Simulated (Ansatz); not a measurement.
In doubt: masses and optical values from hybrid runs of this build are listed as unsure, which bears on the screening that GW takes from such a start.

Rows from a G0W0 calculation on In5GaSbAs5 (zincblende [001] superlattice) (Ansatz 0.2.0; G0W0 on HSE06, plane waves, PAW; PAW set soft_1; 4×4×2 mesh, 803 empty bands, screening to 105 eV, PAW set soft_1 files), in eV. Spin-orbit coupling is left out.

| row | k | band | start | Σx | Σc at the solution | Vxc |
| --- | --- | --- | --- | --- | --- | --- |
| A | Γ | c3 | 9.597 | -7.888 | -3.614 | -11.394 |
| B | Γ | c2 | 9.495 | -6.561 | -3.585 | -9.961 |
| C | Γ | v1 | 7.680 | -15.970 | 0.973 | -14.861 |
| D | Γ | c1 | 8.102 | -10.939 | -3.224 | -14.172 |
| E | Γ | v2 | 7.521 | -16.303 | 1.030 | -15.147 |
| F | Γ | v3 | 7.503 | -15.901 | 0.652 | -15.150 |

Q: Work out each quasiparticle level and how far it moved.

The quasiparticle equation reads E = start + Σx + Σc(E) − Vxc.

| row | E (eV) | shift (eV) |
| --- | --- | --- |
| A | 9.490 | −0.108 |
| B | 9.310 | −0.185 |
| C | 7.543 | −0.137 |
| D | 8.111 | +0.009 |
| E | 7.395 | −0.126 |
| F | 7.403 | −0.099 |

The gap over the computed points goes from 0.42 eV to 0.57 eV.

Limits: not at the basis limit; mesh may overstate the screening; no spin-orbit coupling; coarse k mesh.

[Runs of the session that timed out or met a known fault of the program may be left out.]

[Cells called generated may have been cut or substituted from an entry of the Crystallography Open Database or the Materials Project.]

[Hosts, paths, dates, database ids (printed as entryN), source tags and the programs' standing remarks are cut or masked in the printed files.]
